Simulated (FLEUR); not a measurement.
# FePt (c factor at fixed volume 1.25 on the database's cell): anisotropy by force theorems

Wanted: anisotropy for FePt (c factor at fixed volume 1.25 on the database's cell), with the cost of each step.

Calculated with FLEUR MaX-R8.1; PBE; all-electron FLAPW, Dirac cores, scalar-relativistic bands.

**1. The structure**

Symmetry: P4/mmm, No. 123, tetragonal system. Conventional cell: a = 2.436 Å, b = 2.436 Å, c = 4.650 Å, α = 90.00°, β = 90.00°, γ = 90.00°. Nearest to Fe lie 4 Fe at 2.44 Å. Pt has 4 Pt at 2.44 Å nearest. Farther neighbours are not listed.

As a file:

```
Fe Pt
1.0
     2.43597    0.00000    0.00000
     0.00000    2.43597    0.00000
     0.00000    0.00000    4.65000
Fe Pt
1 1
Direct
  0.00000 0.00000 0.00000
  0.50000 0.50000 0.50000
```

The cell is strained on purpose: c factor at fixed volume 1.25 on the database's cell.

**2. The magnetic state**

The force theorems are single passes in this state's potential, so it has to be converged first.

No symmetry is used, so that later steps may turn the spins freely; k and −k are joined. inpgen writes inp.xml from crystal.txt; cutoffs, mixing, functional, smearing and local orbitals are then set in the file. The k list scf (kpts.xml, not shown) is a Γ-centred 12×12×6 mesh; where the ranks do not divide the number of points, some are split in two of half the weight.

The input, inp.xml:

```
<?xml version="1.0" encoding="UTF-8" standalone="no"?>
<fleurInput fleurInputVersion="0.39">
   <comment>
      FePt
   </comment>
   <calculationSetup>
      <cutoffs Kmax="3.66" Gmax="11.0" GmaxXC="11.0" numbands="0"/>
      <scfLoop itmax="110" minDistance="0.00002" maxIterBroyd="15" imix="Anderson" alpha="0.05" precondParam="0.0" spinf="2.0" sdNocoIR="T"/>
      <coreElectrons ctail="F" frcor="F" kcrel="0" coretail_lmax="0"/>
      <xcFunctional name="pbe" relativisticCorrections="F"/>
      <magnetism jspins="2" l_noco="F" l_ss="F">
         <qss>0.0 0.0 0.0</qss>
         <mtNocoParams l_mperp="F" l_mtNocoPot="F" l_relaxSQA="F" mag_mixing_scheme="0" mix_RelaxWeightOffD="1.0" l_constrained="F" mix_constr="1.0"/>
         <sourceFreeMag l_sourceFree="F" l_scaleMag="F" mag_scale="1.0"/>
      </magnetism>
      <soc l_soc="F" theta="0.0" phi="0.0" spav="F"/>
      <expertModes spex="0" secvar="F"/>
      <geometryOptimization l_f="F" forcealpha="1.0" forcemix="BFGS" epsdisp="0.00001" epsforce="0.00001"/>
      <ldaU l_linMix="F" mixParam="0.05" spinf="1.0"/>
   </calculationSetup>
   <cell>
      <bzIntegration valenceElectrons="32.0" mode="hist" fermiSmearingEnergy="0.00183747">
         <kPointListSelection listName="scf"/>
         <xi:include xmlns:xi="http://www.w3.org/2001/XInclude" href="kpts.xml"> </xi:include>
      </bzIntegration>
      <xi:include xmlns:xi="http://www.w3.org/2001/XInclude" href="sym.xml"> </xi:include>
      <bulkLattice scale="1.0">
         <bravaisMatrix>
            <row-1>    4.6033207775708673     0.0000000000000000     0.0000000000000000</row-1>
            <row-2>    0.0000000000000000     4.6033207775708673     0.0000000000000000</row-2>
            <row-3>    0.0000000000000000     0.0000000000000000     8.7872264793900001</row-3>
         </bravaisMatrix>
      </bulkLattice>
   </cell>
   <atomSpecies>
      <species name="Iron (Fe) 2.800" element="Fe" atomicNumber="26">
         <mtSphere radius="2.24" gridPoints="741" logIncrement="0.016"/>
         <atomicCutoffs lmax="8" lnonsphr="6"/>
         <electronConfig flipSpins="F">
            <coreConfig>(1s1/2) (2s1/2) (2p1/2) (2p3/2)</coreConfig>
            <valenceConfig>(3s1/2) (3p1/2) (3p3/2) (4s1/2) (3d3/2) (3d5/2)</valenceConfig>
            <stateOccupation state="(3d3/2)" spinUp="1.4" spinDown="1.0"/>
            <stateOccupation state="(3d5/2)" spinUp="3.0" spinDown="0.6"/>
         </electronConfig>
         <energyParameters s="4" p="4" d="3" f="4"/>
         <lo type="SCLO" l="0" n="3" eDeriv="0"/>
         <lo type="SCLO" l="1" n="3" eDeriv="0"/>
      </species>
      <species name="Platinum (Pt)" element="Pt" atomicNumber="78">
         <mtSphere radius="2.24" gridPoints="741" logIncrement="0.018"/>
         <atomicCutoffs lmax="8" lnonsphr="6"/>
         <electronConfig flipSpins="F">
            <coreConfig>(1s1/2) (2s1/2) (2p1/2) (2p3/2) (3s1/2) (3p1/2) (3p3/2) (4s1/2) (3d3/2) (3d5/2) (4p1/2) (4p3/2) (5s1/2) (4d3/2) (4d5/2) (4f5/2) (4f7/2)</coreConfig>
            <valenceConfig>(5p1/2) (5p3/2) (6s1/2) (5d3/2) (5d5/2)</valenceConfig>
            <stateOccupation state="(6s1/2)" spinUp="0.500000" spinDown="0.500000"/>
            <stateOccupation state="(5d3/2)" spinUp="1.800000" spinDown="1.800000"/>
            <stateOccupation state="(5d5/2)" spinUp="2.700000" spinDown="2.700000"/>
         </electronConfig>
         <energyParameters s="6" p="6" d="5" f="5"/>
         <lo type="SCLO" l="1" n="5" eDeriv="0"/>
      </species>
   </atomSpecies>
   <atomGroups>
      <atomGroup species="Iron (Fe) 2.800">
         <relPos label="                   1">.0000000000 .0000000000 .0000000000</relPos>
         <force calculate="T" relaxXYZ="TTT"/>
         <nocoParams  alpha="0.0" beta="0.0"/>
      </atomGroup>
      <atomGroup species="Platinum (Pt)">
         <relPos label="                   2">1.000/2.000 1.000/2.000 1.000/2.000</relPos>
         <force calculate="T" relaxXYZ="TTT"/>
         <nocoParams  alpha="0.0" beta="0.0"/>
      </atomGroup>
   </atomGroups>
   <output dos="F" band="F" slice="F">
      <bandDOS minEnergy="-.5*Htr" maxEnergy="0.5*Htr" sigma="0.015" storeEVData="T"/>
      <plotting iplot="0" polar="F">
         <plot TwoD="T" vec1="  1.0  0.0  0.0" vec2="  0.0  1.0  0.0" vec3="  0.0  0.0  1.0" zero="  0.0  0.0  0.0" file="plot"/>
      </plotting>
      <moessbauerParams electricFieldGradient="F" isomerShift="F" coreHyperfine="F" valenceHyperfine="F"/>
   </output>
</fleurInput>
```

The input, crystal.txt:

```
FePt
&input film=F cartesian=F /
2.43597245000  0.00000000000  0.00000000000
0.00000000000  2.43597245000  0.00000000000
0.00000000000  0.00000000000  4.65000000000
1.8897261246
1.0 1.0 1.0

2
26 0.00000000000  0.00000000000  0.00000000000 : 2.800
78 0.50000000000  0.50000000000  0.50000000000

&kpt div1=12 div2=12 div3=6 gamma=T /
```

Started as:

```console
$ OMP_NUM_THREADS=1 inpgen -f crystal.txt -nosym -noco > inpgen.log  # inp.xml is then edited as shown
$ OMP_NUM_THREADS=1 mpirun -n 4 fleur_MPI > fleur.log
```

Output:

```text
Welcome to FLEUR        (www.flapw.de)
      MaX-Release 8.1          (www.max-centre.eu)

 ========== k-point set info ==========
 Selected k-point list: scf
 k-point list type: mesh
 0 x 0 x 0
 Number of k points: 436

 ------------Calculation Setup---------------------------
 Number of MPI-tasks      :            4
 Number of PE/node        :            4
 Number of OMP-threads    :            1
 k-points in parallel     :            4
 pe's per k-point         :            1
 No of k-point loops      :          109
 Eigenvalue solver        :       lapack
 Number of basis functions:          174
 Approximate size of matrices (H+S) per k-point:         0.001 GB
 --------------------------------------------------------
 Complex matrix made real
 Complex matrix made real
 Iteration:     1   Distance:      51.87455770 me/bohr^3
 Iteration:     2   Distance:      15.45682706 me/bohr^3
 Iteration:     3   Distance:      13.40422597 me/bohr^3
 Iteration:     4   Distance:       7.08765438 me/bohr^3
 Iteration:     5   Distance:       6.50369518 me/bohr^3
 Iteration:     6   Distance:       4.89074478 me/bohr^3
 Iteration:     7   Distance:       2.37897669 me/bohr^3
 Iteration:     8   Distance:       2.41216842 me/bohr^3
 Iteration:     9   Distance:       0.98877234 me/bohr^3
 Iteration:    10   Distance:       1.29715159 me/bohr^3
[... 14 iterations left out ...]
 Iteration:    25   Distance:       0.00394634 me/bohr^3
 Iteration:    26   Distance:       0.00367657 me/bohr^3
 Iteration:    27   Distance:       0.00134924 me/bohr^3
 Iteration:    28   Distance:       0.00033761 me/bohr^3
 Iteration:    29   Distance:       0.00016465 me/bohr^3
 Iteration:    30   Distance:       0.00015329 me/bohr^3
 Iteration:    31   Distance:       0.00013302 me/bohr^3
 Iteration:    32   Distance:       0.00003936 me/bohr^3
 Iteration:    33   Distance:       0.00002455 me/bohr^3
 Iteration:    34   Distance:       0.00000419 me/bohr^3

 ********************************************************************
 Run finished successfully
 Stop message:
   all done
 ********************************************************************

--- out.xml (last complete iteration) ---
<iteration numberForCurrentRun="   34" overallNumber="   34">
         [... left out ...]
         <bandgap value="0.0000000000" units="eV"/>
         <sumValenceSingleParticleEnergies value="-17.3359141450" units="Htr"/>
         <FermiEnergy value="0.4557345805" units="Htr"/>
         <valenceDensity>
            <mtCharges spin="1">
               <mtCharge atomType="1" total="8.7133752" s="1.1542182" p="3.1267813" d="4.4187989" f="0.0103694"/>
               <mtCharge atomType="2" total="6.9477052" s="0.2046849" p="3.0951279" d="3.6190323" f="0.0226550"/>
            </mtCharges>
            <mtCharges spin="2">
               <mtCharge atomType="1" total="5.8764896" s="1.1520079" p="3.1307548" d="1.5834147" f="0.0080564"/>
               <mtCharge atomType="2" total="6.7662746" s="0.2077097" p="3.1181473" d="3.4125329" f="0.0220906"/>
            </mtCharges>
            <spinDependentCharge spin="1" total="17.4800275" interstitial="1.8189471" mtSpheres="15.6610803"/>
            <spinDependentCharge spin="2" total="14.5199725" interstitial="1.8772084" mtSpheres="12.6427641"/>
            <totalCharge value="32.0000000000"/>
         </valenceDensity>
         [... left out ...]
         <allElectronCharges>
            <spinDependentCharge spin="1" total="53.4800275" interstitial="1.8209881" mtSpheres="51.6590394"/>
            <spinDependentCharge spin="2" total="50.5199725" interstitial="1.8792503" mtSpheres="48.6407223"/>
            <totalCharge value="104.0000000194"/>
         </allElectronCharges>
         <magneticMomentsInMTSpheres units="muBohr">
            <globalMagMoment atomType="1" vec="0.00000   0.00000   2.83689"/>
            <localMagMoment atomType="1" vec="0.00000   0.00000   2.83689"/>
            <globalMagMoment atomType="2" vec="0.00000   0.00000   0.18143"/>
            <localMagMoment atomType="2" vec="0.00000   0.00000   0.18143"/>
         </magneticMomentsInMTSpheres>
         <moessbauerParams unitsHFF="kG" unitsIS="e/bohr^3" unitsEFG="Htr/bohr^2">
         </moessbauerParams>
         <totalEnergy value="   -19719.4958051604" units="Htr">
            <sumOfEigenvalues value="   -12058.2076645788">
               <coreElectrons value="-12040.8717504338"/>
               <valenceElectrons value="-17.3359141450"/>
            </sumOfEigenvalues>
            <densityCoulombPotentialIntegral value="-33919.3683064889"/>
            <densityEffectivePotentialIntegral value="-34459.7025789829"/>
            <chargeDenXCDenIntegral value="-413.3362717255"/>
            <FockExchangeEnergyValence value="0.0000000000"/>
            <FockExchangeEnergyCore value="0.0000000000"/>
            <atomTypeDependentContributions atomType="1">
               <electronNucleiInteractionDifferentMTs value="1518.2978761387"/>
               <MadelungTerm value="-13.4586472521"/>
            </atomTypeDependentContributions>
            <atomTypeDependentContributions atomType="2">
               <electronNucleiInteractionDifferentMTs value="23163.6050352780"/>
               <MadelungTerm value="-52.6087359259"/>
            </atomTypeDependentContributions>
            <tkbTimesEntropy value="0.0005135042"/>
            <freeEnergy value="-19719.4963186647"/>
            <extrapolationTo0K value="-19719.4960619125"/>
         </totalEnergy>
         <densityConvergence units="me/bohr^3">
            <chargeDensity spin="1" distance="0.0000023213"/>
            <chargeDensity spin="2" distance="0.0000028933"/>
            <overallChargeDensity distance="0.0000041873"/>
            <spinDensity distance="0.0000031600"/>
         </densityConvergence>
      </iteration>
```

The job ended after 2.5 min (4 MPI ranks of Arm Neoverse V2, shared host; peak memory 0.46 GiB).

Read from the output:

- free energy: -536594.8309 eV
- program's band gap on this mesh (in a metal only a level spacing): 0 eV
- magnetization: 2.960 μB
- final state: ferromagnetic
- largest moment: 2.837 μB

After 34 cycles the largest moment stands at 2.84 μB.

**3. Anisotropy by the force theorem, rung 1**

Anisotropy is a small difference, so it is taken from sums over occupied states at a frozen potential, where most errors cancel.

One pass with spin–orbit coupling for each direction, from the saved density. Inversion lets half of the mesh serve, which the program's warning doesn't know. The k list mae (kpts.xml, not shown) is a Γ-centred 16×16×8 mesh.

Changes to inp.xml since step 2:

```diff
@@ -6,4 +6,4 @@
    <calculationSetup>
-      <cutoffs Kmax="3.66" Gmax="11.0" GmaxXC="11.0" numbands="0"/>
-      <scfLoop itmax="110" minDistance="0.00002" maxIterBroyd="15" imix="Anderson" alpha="0.05" precondParam="0.0" spinf="2.0" sdNocoIR="T"/>
+      <cutoffs Kmax="3.66" Gmax="11.0" GmaxXC="11.0" numbands="72"/>
+      <scfLoop itmax="1" minDistance="0.00002" maxIterBroyd="15" imix="Anderson" alpha="0.05" precondParam="0.0" spinf="2.0" sdNocoIR="T"/>
       <coreElectrons ctail="F" frcor="F" kcrel="0" coretail_lmax="0"/>
@@ -15,3 +15,3 @@
       </magnetism>
-      <soc l_soc="F" theta="0.0" phi="0.0" spav="F"/>
+      <soc l_soc="T" theta="0.0" phi="0.0" spav="F"/>
       <expertModes spex="0" secvar="F"/>
@@ -22,3 +22,3 @@
       <bzIntegration valenceElectrons="32.0" mode="hist" fermiSmearingEnergy="0.00183747">
-         <kPointListSelection listName="scf"/>
+         <kPointListSelection listName="mae"/>
          <xi:include xmlns:xi="http://www.w3.org/2001/XInclude" href="kpts.xml"> </xi:include>
@@ -81,2 +81,5 @@
    </output>
+   <forceTheorem>
+      <MAE theta="0.0 1.5707963 1.5707963 0.7853982" phi="0.0 0.0 0.7853982 0.0"/>
+   </forceTheorem>
 </fleurInput>
```

Started as:

```console
$ OMP_NUM_THREADS=1 mpirun -n 4 fleur_MPI -warn_only > fleur.log
```

Output:

```text
[banner, memory and clock lines left out]
Welcome to FLEUR        (www.flapw.de)
      MaX-Release 8.1          (www.max-centre.eu)
************FLEUR-Warning*****************
Error message: k-point set is not compatible to missing time-reversal symmetry in calculation.
Error occurred in subroutine: gen_bz
Error from PE:0/4
Other PEs with error messages:
     1-k-point set is not compatible to missing time-reversal symmetry in calculation.
     2-k-point set is not compatible to missing time-reversal symmetry in calculation.
     3-k-point set is not compatible to missing time-reversal symmetry in calculation.
*****************************************

 ========== k-point set info ==========
 Selected k-point list: mae
 k-point list type: mesh
 0 x 0 x 0
 Number of k points: 1028

************FLEUR-Warning*****************
Error message: k-point set is not compatible to missing time-reversal symmetry in calculation.
Error occurred in subroutine: gen_bz
Error from PE:1/4
Other PEs with error messages:
     2-k-point set is not compatible to missing time-reversal symmetry in calculation.
     3-k-point set is not compatible to missing time-reversal symmetry in calculation.
*****************************************
 [... set-up left out ...]
 ********************************************************************
 Run finished successfully
 Stop message:
   Forcetheorem MAE
 ********************************************************************

--- out.xml (force theorem) ---
<Forcetheorem_MAE Angles="4" units="Htr">
            <Angle theta="0.0000000" phi="0.0000000" ev-sum="-17.385399802"/>
            <Angle theta="1.5707963" phi="0.0000000" ev-sum="-17.385412541"/>
            <Angle theta="1.5707963" phi="0.7853982" ev-sum="-17.385418127"/>
            <Angle theta="0.7853982" phi="0.0000000" ev-sum="-17.385407798"/>
         </Forcetheorem_MAE>
```

It took 67 s on 4 MPI ranks; peak memory 1.1 GiB; 4.4 min of CPU time.

Anisotropy energies, by row:

```tsv
axis	x	y	z	band energy less the first axis' (meV a cell)
[001]	0	0	1	0
[100]	1	0	0	-0.3466
[110]	0.7071	0.7071	0	-0.4986
45 degrees from [001] toward [100]	0.7071	0	0.7071	-0.2176
```

Indices are those of the standard conventional cell; x, y, z give the same directions in the axes of the input.

**4. Energy against the direction of the moments, rung 2**

A second rung shows how far the first can be trusted.

The k list mae (kpts.xml, not shown) is a Γ-centred 23×23×12 mesh.

inp.xml is that of step 3.

Output:

```text
[banner, memory and clock lines left out]
Welcome to FLEUR        (www.flapw.de)
      MaX-Release 8.1          (www.max-centre.eu)
************FLEUR-Warning*****************
Error message: k-point set is not compatible to missing time-reversal symmetry in calculation.
Error occurred in subroutine: gen_bz
Error from PE:0/4
Other PEs with error messages:
     1-k-point set is not compatible to missing time-reversal symmetry in calculation.
     2-k-point set is not compatible to missing time-reversal symmetry in calculation.
[...]
*****************************************
 [... set-up left out ...]
 ********************************************************************
 Run finished successfully
 Stop message:
   Forcetheorem MAE
 ********************************************************************

--- out.xml (force theorem) ---
<Forcetheorem_MAE Angles="4" units="Htr">
            <Angle theta="0.0000000" phi="0.0000000" ev-sum="-17.385390555"/>
            <Angle theta="1.5707963" phi="0.0000000" ev-sum="-17.385402750"/>
            <Angle theta="1.5707963" phi="0.7853982" ev-sum="-17.385402683"/>
            <Angle theta="0.7853982" phi="0.0000000" ev-sum="-17.385394499"/>
         </Forcetheorem_MAE>
```

It took 3.3 min on 4 MPI ranks; peak memory 2.8 GiB; 13 min of CPU time.

Anisotropy energies, by row:

```tsv
axis	x	y	z	band energy less the first axis' (meV a cell)
[001]	0	0	1	0
[100]	1	0	0	-0.3318
[110]	0.7071	0.7071	0	-0.33
45 degrees from [001] toward [100]	0.7071	0	0.7071	-0.1073
```

(Continued in part 2 of 2.)

[Logs and program files are shortened in this print: banners, set-up blocks, solver, clock and traceback lines can be left out without a mark of their own.]

[Logs are printed without paths, hosts, clocks, repeated set-up lines and the standing remarks that a program may print on its own settings, such as how far it seeks lower states.]

[Hosts, paths, dates, database ids (printed as entryN), source tags and the programs' standing remarks are cut or masked in the printed files.]

[Where a cell is said to come from a database of computed structures, the database is the Materials Project.]
